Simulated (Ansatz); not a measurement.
# How W (Tungsten, Im-3m) expands on warming

Wanted: α(T), C_P(T) and B(T) of W (Tungsten) in the quasi-harmonic approximation.

Program: Ansatz 0.2.0. Level of theory: DFT PBEsol, scalar-relativistic, plane waves, PAW; PAW set soft_1. Results are calculated unless marked as measured.

### Step 1. Set-up

The structure is cubic, space group Im-3m (No. 229). The conventional cell has a = 3.165 Å, b = 3.165 Å, c = 3.165 Å, α = 90.00°, β = 90.00°, γ = 90.00°. Nearest to W lie 8 W at 2.74 Å.

### Step 2. A first coarse run

A cheap single point shows whether the cell is a metal or an insulator and how far it is from rest; that sets the k-mesh and the occupations of what follows.

input.yaml reads:

```yaml
crystal:
  lattice:
    - [-1.582345, 1.582345, 1.582345]
    - [1.582345, -1.582345, 1.582345]
    - [1.582345, 1.582345, -1.582345]
  atoms:
    - { symbol: W, position: [0.0, 0.0, 0.0] }
kpoints:
  mp_grid: { grid: [8, 8, 8] }
hamiltonian:
  xc: pbesol
  pseudopotentials: { kind: paw, azcp: { folder: soft_1 }, xc_functional: pbe }
scf:
  occupations: { method: gaussian, width: 0.1 }
  lower_state_search: "off"
output:
  forces: true
  stress: true
  eigenvalues: true
```

The run is started by

```sh
$ ansatz run input.yaml --threads 8 --pin off --max-ram 16384MiB --backend cpu --events-out ev --progress --plain --runs-dir out
```

Numbers of over 12 decimals in the logs are rounded to 6 here.

What it wrote:

```text
Engine: ansatz 0.2.0, aarch64-unknown-linux-gnu
Pseudopotentials: kind: paw
Pseudopotential: W, paw, valence charge 14, recommended cutoff 420 eV (normal), soft_1/W.paw.azcp
Functional definition: PBEsol
  exchange = pbesol_x
  correlation = pbesol_c
Crystal: 1 atoms, lattice volume = 15.848 Å³
Basis set: ecut = 420 eV, 321 PW (Γ), exchange–correlation on 40×40×40 points (8 copies of the dense FFT grid, shifted against one another)
Bands: 11, of which v1, the nominal top of the filled ones, is band 7 counted from 1 (6 counted from 0)
Symmetry: 48 space group operations
Space group: Im-3m (ITA 229), of the structure as read, at distance tolerance 2.5e-5 Å
k-points: 29 of 512
Non-local potential: W, projectors of the file, l = 0: 3, l = 1: 2, l = 2: 2, l = 3: 1
PAW form: soft (Blöchl's): semilocal exchange-correlation on the pseudo side does not see the compensation charge
PAW frozen core: W, regenerated for the run's functional, and the local potential with it (the file was generated under x = pbe(κ = 0.804, μ = 0.219515), c = pbe(β = 0.066725))
PAW one-centre angular grid: W, 590 points (default); XC on 64 Gauss nodes
Initial density: superposition of atomic densities (chi_scale 0.1, normalization cell)
Initial wavefunctions: pseudopotential atomic-orbital guess
Functional: x = pbesol(κ = 0.804, μ = 0.123457), c = pbesol(β = 0.046)
SCF iter   1: F=—  HF=-10257.801376 eV  |F-HF|=—  |Δ(HF+E_count)|=         —  Δρ=6.44e-2  dr2=5.51e-1  ethr=3.10e-3  ⟨swp⟩=5.0  Hψ=1667  notcnv=0
preconditioner: auto → none  [insulator: Δε(μ)=0.494 eV  Ē_g=9.276 eV  σ=0.100 eV  W_gap=1.00  n_scr=0 (ndim 8)  ℏωp=22.8 eV  f_vac=0.000  D(μ)=0.00/eV (n_scr^D=0)  ε∞_Penn≈7.1]
SCF iter   2: F=—  HF=-10257.591436 eV  |F-HF|=—  |Δ(HF+E_count)|=   2.10e-1  Δρ=2.35e-2  dr2=3.75e-2  ethr=3.10e-3  ⟨swp⟩=2.8  Hψ=761  notcnv=0  defer=4
SCF iter   3: F=—  HF=-10257.581493 eV  |F-HF|=—  |Δ(HF+E_count)|=   9.94e-3  Δρ=6.65e-3  dr2=2.14e-3  ethr=2.68e-4  ⟨swp⟩=2.6  Hψ=441  notcnv=0  defer=4
SCF iter   4: F=—  HF=-10257.581018 eV  |F-HF|=—  |Δ(HF+E_count)|=   4.75e-4  Δρ=2.04e-4  dr2=1.34e-6  ethr=1.53e-5  ⟨swp⟩=1.0  Hψ=315  notcnv=0  defer=4
SCF iter   5: F=—  HF=-10257.581016 eV  |F-HF|=—  |Δ(HF+E_count)|=   2.56e-6  Δρ=3.16e-5  dr2=4.17e-8  ethr=7.14e-10  ⟨swp⟩=6.1  Hψ=1596  notcnv=0
SCF iter   6: F=-10257.581016 eV  HF=-10257.581016 eV  |F-HF|=1.26e-10  |Δ(HF+E_count)|=   8.29e-9  Δρ=1.56e-6  dr2=1.77e-10  ethr=2.98e-10  ⟨swp⟩=2.0  Hψ=985  notcnv=0
SCF 1 converged in 6 iterations: F = -10257.581016 eV  dr2 = 1.77e-10
  greatest PAW one-centre occupation: 0.999 electrons in one spin orbital (limit 2), on the W atom at site 0 (counted from 0), in its partial waves of l = 0
SCF converged after 6 iterations
Free energy (F): -10257.581016 eV
Harris-Foulkes:  -10257.581016 eV  (|F-HF|=1.26e-10)
Internal energy: -10257.581014 eV  (E = F + TS)
E sigma→0 (E₀):  -10257.581015 eV
Entropy (-TS):   -0.000002 eV (-0.002 meV/atom)
Fermi energy:    22.027186 eV
--- Per-component energies (eV) ---
  E_band       = -86.307361
  E_kinetic    = 421.676259
  E_local      = -543.838969  (includes V_loc(G=0)·N_el)
  E_nonlocal   = -22.847756
  E_hartree    = 227.234191
  E_xc         = -265.979198
  E_vxc        = -231.199943  (∫ρ·V_xc dr)
  E_paw        = -8451.278870  (= ΣΔE_a)
  E_vpaw       = -164.565785  (= ΣTr[D̂ρ^β])
  E_aug_tail   = 0.000148  (compensation charges beyond the density's cutoff)
  E_ewald      = -1622.768677
  E_core_change = 0.221858  (= ΣΔE_core)
  E_smearing   = -0.000002  (= −TS)
  E_closure    = -0.000000  (closes the sum)
  Σ components = -10257.581016   (vs F -10257.581016, Δ=0.00e0)
--- Forces (eV/Å), atoms counted from 1 ---
  atom   1  W     -0.00000000    -0.00000000     0.00000000
  max |Σ_I F_I| component: 4.52e-32 eV/Å
--- Stress (GPa, compression-positive) ---
       -2.670297       0.000000       0.000000
       -0.000000      -2.670297       0.000000
       -0.000000       0.000000      -2.670297
  P = ⅓ Tr σ = -2.6703 GPa (-26.703 kbar)
--- Band table (eV; the first three rows and the last of 29) ---
  k-point 0: bands = [... 3 lower, -15.4081, 12.6022, 21.0146, 21.0146, 21.0146, 24.4830, 24.4830, 36.7697]
  k-point 1: bands = [... 3 lower, -15.4091, 13.3351, 20.5885, 20.8704, 21.7424, 23.9449, 24.5025, 37.3095]
  k-point 2: bands = [... 3 lower, -15.4117, 15.0258, 19.7027, 20.3973, 23.7948, 23.8677, 24.6820, 36.9991]
  k-point 28: bands = [... 3 lower, -16.3175, 16.3970, 16.3970, 27.4346, 27.4346, 27.4346, 30.5056, 30.5056]
```

It took 0.89 s on 8 threads of Arm Neoverse V1, shared host; peak memory 0.26 GiB.

Reading the cycles: dr2 is the Hartree energy of the density residual (eV), the measure of convergence; HF is the Harris–Foulkes estimate of the energy, which meets the free energy F at convergence.

This step gave:

```yaml
pressure: -2.670 GPa
volume_per_atom: 15.85 Å³/atom
gap_on_the_k_mesh: 0 eV
```

The start is under -2.7 GPa at this level and looks like a metal on this mesh.

### Step 3. Relaxation

The vibrations must be taken about the equilibrium of this functional, not about the starting cell, so the structure is relaxed.

input.yaml, the sections that differ from step 2:

```yaml
kpoints:
  mp_grid: { grid: [18, 18, 18] }
output:
  forces: true
  stress: true
  eigenvalues: true
  write_density: true
  write_potential: true
  elf: true
  volumetric_format: npy
relax:
  adjacent_minimum: "off"
  f_tol: 0.005
  max_steps: 80
  cell: { stress_tol: 0.05 }
# crystal, hamiltonian, scf: as in step 2
```

What it wrote:

```text
[...]
Crystal: 1 atoms, lattice volume = 15.848 Å³
Basis set: ecut = 420 eV, 321 PW (Γ), exchange–correlation on 40×40×40 points (8 copies of the dense FFT grid, shifted against one another)
Bands: 11, of which v1, the nominal top of the filled ones, is band 7 counted from 1 (6 counted from 0)
Symmetry: 48 space group operations
[...]
k-points: 195 of 5832
[...]
SCF iter   1: F=—  HF=-10257.798881 eV  |F-HF|=—  |Δ(HF+E_count)|=         —  Δρ=6.40e-2  dr2=5.60e-1  ethr=3.10e-3  ⟨swp⟩=5.0  Hψ=11174  notcnv=0
[...]
SCF iter   6: F=-10257.577684 eV  HF=-10257.577684 eV  |F-HF|=1.06e-10  |Δ(HF+E_count)|=   2.72e-9  Δρ=1.08e-6  dr2=1.50e-10  ethr=2.40e-10  ⟨swp⟩=4.4  Hψ=9828  notcnv=0
SCF 1 converged in 6 iterations: F = -10257.577684 eV  dr2 = 1.50e-10
[...]
relax step   1: F+E_penalty+E_count = -10257.57768418 eV  Δ(F+E_penalty+E_count) = +0.000e0 eV  max|allowed force component| = 0.000e0 eV/Å  Δτ_max = 0.0000 Å  P = -3.091 GPa  Ω = 15.848 Å³  (6 SCF iters, dr2 threshold 1.00e-7 eV, accepted)
Crystal: 1 atoms, lattice volume = 15.277 Å³
[...]
iter 1 solved again at ethr=4.10e-7 eV; its pass at ethr=3.10e-3 eV (dr2=5.74e-5 eV) is discarded
[...]
SCF iter   3: F=-10257.567502 eV  HF=-10257.567502 eV  |F-HF|=2.29e-9  |Δ(HF+E_count)|=   2.91e-5  Δρ=1.24e-5  dr2=7.52e-9  ethr=7.14e-10  ⟨swp⟩=6.5  Hψ=11313  notcnv=0
SCF 2 converged in 3 iterations: F = -10257.567502 eV  dr2 = 7.52e-9
relax step   2: F+E_penalty+E_count = -10257.56750209 eV  Δ(F+E_penalty+E_count) = +1.018e-2 eV  max|allowed force component| = 0.000e0 eV/Å  Δτ_max = 0.0000 Å  P = +9.360 GPa  Ω = 15.277 Å³  energy of the carried Pulay correction = +2.873e-4 eV  (3 SCF iters, dr2 threshold 1.00e-7 eV, rejected (line search))
Crystal: 1 atoms, lattice volume = 15.702 Å³
[...]
SCF iter   6: F=-10257.579234 eV  HF=-10257.579234 eV  |F-HF|=1.82e-12  |Δ(HF+E_count)|=  3.64e-12  Δρ=6.16e-8  dr2=2.82e-13  ethr=1.00e-12  ⟨swp⟩=4.1  Hψ=7068  notcnv=0
SCF 3 converged in 6 iterations: F = -10257.579234 eV  dr2 = 2.82e-13
relax step   3: F+E_penalty+E_count = -10257.57923357 eV  Δ(F+E_penalty+E_count) = -1.549e-3 eV  max|allowed force component| = 0.000e0 eV/Å  Δτ_max = 0.0000 Å  P = -0.135 GPa  Ω = 15.702 Å³  energy of the carried Pulay correction = +7.233e-5 eV  (6 SCF iters, accepted)
[...]
relax step   4: F+E_penalty+E_count = -10257.57923956 eV  Δ(F+E_penalty+E_count) = -5.989e-6 eV  max|allowed force component| = 0.000e0 eV/Å  Δτ_max = 0.0000 Å  P = +0.002 GPa  Ω = 15.695 Å³  energy of the carried Pulay correction = +7.561e-5 eV  (2 SCF iters, dr2 threshold 4.53e-8 eV, accepted)
[...]
SCF iter   4: F=-10257.579165 eV  HF=-10257.579165 eV  |F-HF|=3.64e-12  |Δ(HF+E_count)|=  7.28e-12  Δρ=1.38e-7  dr2=6.39e-13  ethr=1.00e-12  ⟨swp⟩=4.9  Hψ=7400  notcnv=0
SCF 5 converged in 4 iterations: F = -10257.579165 eV  dr2 = 6.39e-13
relax step   5: F+E_penalty+E_count = -10257.57916467 eV  Δ(F+E_penalty+E_count) = +7.489e-5 eV  max|allowed force component| = 0.000e0 eV/Å  Δτ_max = 0.0000 Å  P = +0.001 GPa  Ω = 15.695 Å³  stress off target by 8.47e-4 GPa  SCF on the basis re-selected at this cell (its energy is not comparable with the rows above)  (4 SCF iters)
basis re-selected at this cell: Δ(F+E_penalty+E_count) = +7.489e-5 eV, ΔP = -0.002 GPa vs the last step (what re-selecting the basis moved, of the pressure what is left beyond the Pulay correction that the steps carried, after the strain that the cell walked since its last selection, with what the two solves' SCF thresholds leave and, on support functions, any second-order correction that the steps lacked; it is no measure of the basis error at this ecutwfc). This SCF's stress stands 8.47e-4 GPa from its target on what of the cell is left free (relax.cell.stress_tol is 5.00e-2 GPa) and its largest allowed force component is 0.00e0 eV/Å (relax.f_tol is 5.00e-3 eV/Å): [rest of the remark cut]
SCF converged after 4 iterations
Free energy (F): -10257.579165 eV
[...]
Internal energy: -10257.575739 eV  (E = F + TS)
E sigma→0 (E₀):  -10257.577452 eV
Entropy (-TS):   -0.003426 eV (-3.426 meV/atom)
Fermi energy:    22.494046 eV
[...]
--- Stress (GPa, compression-positive) ---
        0.000847      -0.000000      -0.000000
        0.000000       0.000847       0.000000
       -0.000000       0.000000       0.000847
  P = ⅓ Tr σ = 0.0008 GPa (0.008 kbar)
--- Band table (eV; the first three rows and the last of 195) ---
  k-point 0: bands = [... 3 lower, -15.1342, 12.7941, 21.2417, 21.2417, 21.2417, 24.7532, 24.7532, 37.0371]
  k-point 1: bands = [... 3 lower, -15.1345, 12.9465, 21.1490, 21.2219, 21.3890, 24.6026, 24.7545, 37.1675]
  k-point 2: bands = [... 3 lower, -15.1351, 13.3861, 20.8929, 21.1344, 21.8261, 24.2813, 24.7659, 37.4966]
  k-point 194: bands = [... 3 lower, -16.0718, 16.5652, 16.5652, 27.7497, 27.7497, 27.7497, 30.8290, 30.8290]
--- Relaxed structure (4 steps of the walk, 3 accepted, 1 SCFs on fresh bases) ---
  F+E_penalty+E_count = -10257.57916467 eV   max|allowed force component| = 0.000e0 eV/Å   (the final SCF, on the basis selected at the relaxed cell)
  cell:  # Å, volume = 15.6954 Å³
    - [-1.577263, 1.577263, 1.577263]
    - [1.577263, -1.577263, 1.577263]
    - [1.577263, 1.577263, -1.577263]
  atoms:
    - { symbol: W, position: [0.0, 0.0, 0.0] }
```

The job ended after 2.2 s (8 threads; peak memory 0.33 GiB; 13 s of CPU time).

The steps of the relaxation:

```csv
step,energy less that of the first step (eV),largest force component (eV/Å),pressure (GPa),volume (Å³)
1,0.0000,0.0000,-3.09,15.85
2,0.0102,0.0000,9.36,15.28
3,-0.0016,0.0000,-0.13,15.70
4,-0.0016,0.0000,0.00,15.70
5*,-0.0015,0.0000,0.00,15.70
```

Relaxation steps marked * repeat the geometry before them on a plane-wave basis chosen anew for their cell, so energy and pressure can jump there. Relaxation step 2 was tried and not accepted.

```
conventional cell, symmetrised  before  after  change
                         a (Å)   3.165  3.155  -0.3 %
                         b (Å)   3.165  3.155  -0.3 %
                         c (Å)   3.165  3.155  -0.3 %
              volume (Å³/atom)   15.85  15.70  -1.0 %
```

The relaxed structure:

```xyz
1
Lattice="-1.5773 1.5773 1.5773 1.5773 -1.5773 1.5773 1.5773 1.5773 -1.5773" Properties=species:S:1:pos:R:3 pbc="T T T"
W     0.0000    0.0000    0.0000
```

This step gave:

```
pressure        : 8.47e-4 GPa
volume per atom : 15.70 Å³/atom
```

ELF in the ac plane of the conventional cell at fractional y = 0.000, with atoms of W within 0.2 Å of it. It is the smooth field of the valence electrons, not physical close to the nuclei.

Ten even steps from '0' (0.12) to '9' (0.67), each cell a mean:
```
36972134213895
89962245413799
88642456532478
33223566643233
01235666664311
23456655566542
44666554566654
33566655566543
01245665665421
22224566653222
76532466532467
99852256422699
47962134313896
04972034203883
```
Columns run along a (3.2 Å), rows up along c (3.2 Å), edges of the conventional cell, whose origin can differ from the input's. Atoms in or near the plane, at fractional coordinates: W at (0.00, 0.00).

Electrostatic potential energy in the ac plane of the conventional cell at fractional y = 0.000, with atoms of W within 0.2 Å of it. With pseudopotentials it is smooth inside the atoms' cores, unlike the true potential.

Ten even steps from '_' (-24 eV) to '@' (23 eV), each cell a mean:
```
______::++%%@@@@@@##==..____
____..--**%%@@@@@@%%++::____
....--++%%@@@@@@@@@@##++::..
====**%%@@@@@@@@@@@@%%##++==
####%%@@@@@@@@@@@@@@@@@@%%##
@@@@@@@@@@@@@@@@@@@@@@@@@@@@
@@@@@@@@@@@@@@@@@@@@@@@@@@@@
@@@@@@@@@@@@@@@@@@@@@@@@@@@@
%%%%@@@@@@@@@@@@@@@@@@@@%%%%
++++##%%@@@@@@@@@@@@@@%%**++
..::==**%%@@@@@@@@@@%%++--::
____..==##@@@@@@@@%%**--..__
______::++%%@@@@@@##==..____
______..++%%@@@@@@##==..____
```
Columns run along a (3.2 Å; values clipped at the 3rd and 97th percentile), rows up along c (3.2 Å), edges of the conventional cell, whose origin can differ from the input's. Atoms in or near the plane, at fractional coordinates: W at (0.00, 0.00).

Valence density in the ac plane of the conventional cell at fractional y = 0.000, with atoms of W within 0.2 Å of it. It is the smooth field of the valence electrons, not physical close to the nuclei.

Ten even steps from '0' (0.3 e/Å³) to '9' (5.7 e/Å³), each cell a mean:
```
99730000001489
98520000000368
54210000000134
11000000000001
00000000000000
00000000000000
00000000000000
00000000000000
00000000000000
10000000000000
33100000000123
87410000000257
99730000001489
99831000001599
```
Columns run along a (3.2 Å), rows up along c (3.2 Å), edges of the conventional cell, whose origin can differ from the input's. Atoms in or near the plane, at fractional coordinates: W at (0.00, 0.00).

The relaxation ends with a pressure of 0.00 GPa.

### Step 4. Tight relaxation

The relaxation is repeated with tighter thresholds on force and stress, since phonons are sensitive to what is left; a change of mesh or smearing in the input moves the cell too.

input.yaml reads:

```yaml
crystal:
  lattice:
    - [-1.5772634999, 1.5772634999, 1.5772634999]
    - [1.5772634999, -1.5772634999, 1.5772634999]
    - [1.5772634999, 1.5772634999, -1.5772634999]
  atoms:
    - { symbol: W, position: [0.0, 0.0, 0.0] }
kpoints:
  mp_grid: { grid: [20, 20, 20] }
hamiltonian:
  xc: pbesol
  pseudopotentials: { kind: paw, azcp: { folder: soft_1 }, xc_functional: pbe }
scf:
  occupations: { method: methfessel_paxton, width: 0.2 }
  lower_state_search: "off"
output:
  forces: true
  stress: true
  eigenvalues: true
relax:
  adjacent_minimum: "off"
  f_tol: 0.001
  max_steps: 60
  cell: { stress_tol: 0.01 }
```

What it wrote:

```text
[...]
Crystal: 1 atoms, lattice volume = 15.695 Å³
Basis set: ecut = 420 eV, 321 PW (Γ), exchange–correlation on 40×40×40 points (8 copies of the dense FFT grid, shifted against one another)
Bands: 11, of which v1, the nominal top of the filled ones, is band 7 counted from 1 (6 counted from 0)
Symmetry: 48 space group operations
[...]
k-points: 256 of 8000
[...]
k-point 255: bands = [... 3 lower, -16.0767, 16.5665, 16.5665, 27.7475, 27.7475, 27.7475, 30.8327, 30.8327]
--- Relaxed structure (3 steps of the walk, 2 accepted, 1 SCFs on fresh bases) ---
[...]
cell:  # Å, volume = 15.6931 Å³
    - [-1.577187, 1.577187, 1.577187]
    - [1.577187, -1.577187, 1.577187]
    - [1.577187, 1.577187, -1.577187]
  atoms:
    - { symbol: W, position: [0.0, 0.0, 0.0] }
[key lines of the parts left out:]
SCF converged after 3 iterations
Free energy (F): -10257.586213 eV
Fermi energy:    22.558439 eV
P = ⅓ Tr σ = -0.0003 GPa (-0.003 kbar)
```

Wall time 2.1 s (8 threads); peak memory 0.34 GiB; 12 s of CPU time.

Little changed from the start: no atom moved by 0.005 Å and no cell edge by 0.1 %.

Numbers from this step:

```yaml
pressure: -2.71e-4 GPa
volume_per_atom: 15.69 Å³/atom
```

The residual pressure is -2.7e-4 GPa, small enough for phonons.

(Part 1 of 2 ends here.)

[Logs are printed without paths, hosts, clocks, repeated set-up lines and the standing remarks that a program may print on its own settings, such as how far it seeks lower states.]

[Hosts, paths, dates, database ids (printed as entryN), source tags and the programs' standing remarks are cut or masked in the printed files.]

[A step with changed settings may run another functional than the one named; its input shows which.]
